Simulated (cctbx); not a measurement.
# Rb2RuBr6: precision against data quality

Space group P-3m1 (no. 164), a = 7.5280 Å, b = 7.5280 Å, c = 6.0900 Å, α = 90.00°, β = 90.00°, γ = 120.00°.

| atom | mult. | x | y | z | Ueq (Å²) |
| --- | --- | --- | --- | --- | --- |
| Ru1 | 1 | 0 | 0 | 0 | 0.0110 |
| Rb1 | 2 | 1/3 | 2/3 | 0.6928 | 0.0153 |
| Br1 | 6 | 0.6765 | 0.8383 | 0.2433 | 0.0189 |

The model is made up (kin elements in a known structure type, no relaxation), so it says nothing on whether the phase exists.

Five simulated data sets (cctbx; Ag Kα, λ = 0.56087 Å; 3 % proportional error) differ in resolution or exposure (noise floor 2 counts in the first three, 8 in the last two). Each is refined with the right model, isotropic at 1.1 Å and anisotropic otherwise. How do the figures of merit and the uncertainties move?

| d min (Å) | top counts | ⟨I/σ⟩ (unmerged, absences included) | unique | param. (scale apart) | Rint | R1 | GooF | largest s.u. xyz (fractional) | s.u. U of Br1 (Å²) | largest error (Å) |
| --- | --- | --- | --- | --- | --- | --- | --- | --- | --- | --- |
| 1.1 | 5000 | 11.1 | 104 | 6 | 0.036 | 0.0260 | 2.04 | 0.00041 | 0.0008 | 0.0038 |
| 0.84 | 5000 | 8.6 | 224 | 11 | 0.044 | 0.0142 | 0.86 | 0.00011 | 0.0002 | 0.0005 |
| 0.6 | 5000 | 6.2 | 571 | 11 | 0.060 | 0.0208 | 0.93 | 0.00008 | 0.0001 | 0.0006 |
| 0.75 | 300 | 1.0 | 305 | 11 | 0.425 | 0.0792 | 0.93 | 0.00120 | 0.0029 | 0.0083 |
| 0.75 | 3000 | 5.2 | 305 | 11 | 0.080 | 0.0275 | 0.93 | 0.00020 | 0.0004 | 0.0011 |

GooF reaches 2.04 where the model lacks something that the data hold (anisotropy at the isotropic level, for one). The s.u. of U for Br1 goes 0.0008, 0.0002, 0.0001 Å² with resolution and 0.0029, 0.0004 Å² with exposure.

The 1.1 Å row also differs in its displacement model, so it isn't a clean test of resolution.

Hardware for the 0.6 Å refinement: 0.82 s on 1 thread of Arm Neoverse N1, on a shared host, peak memory 0.09 GiB.
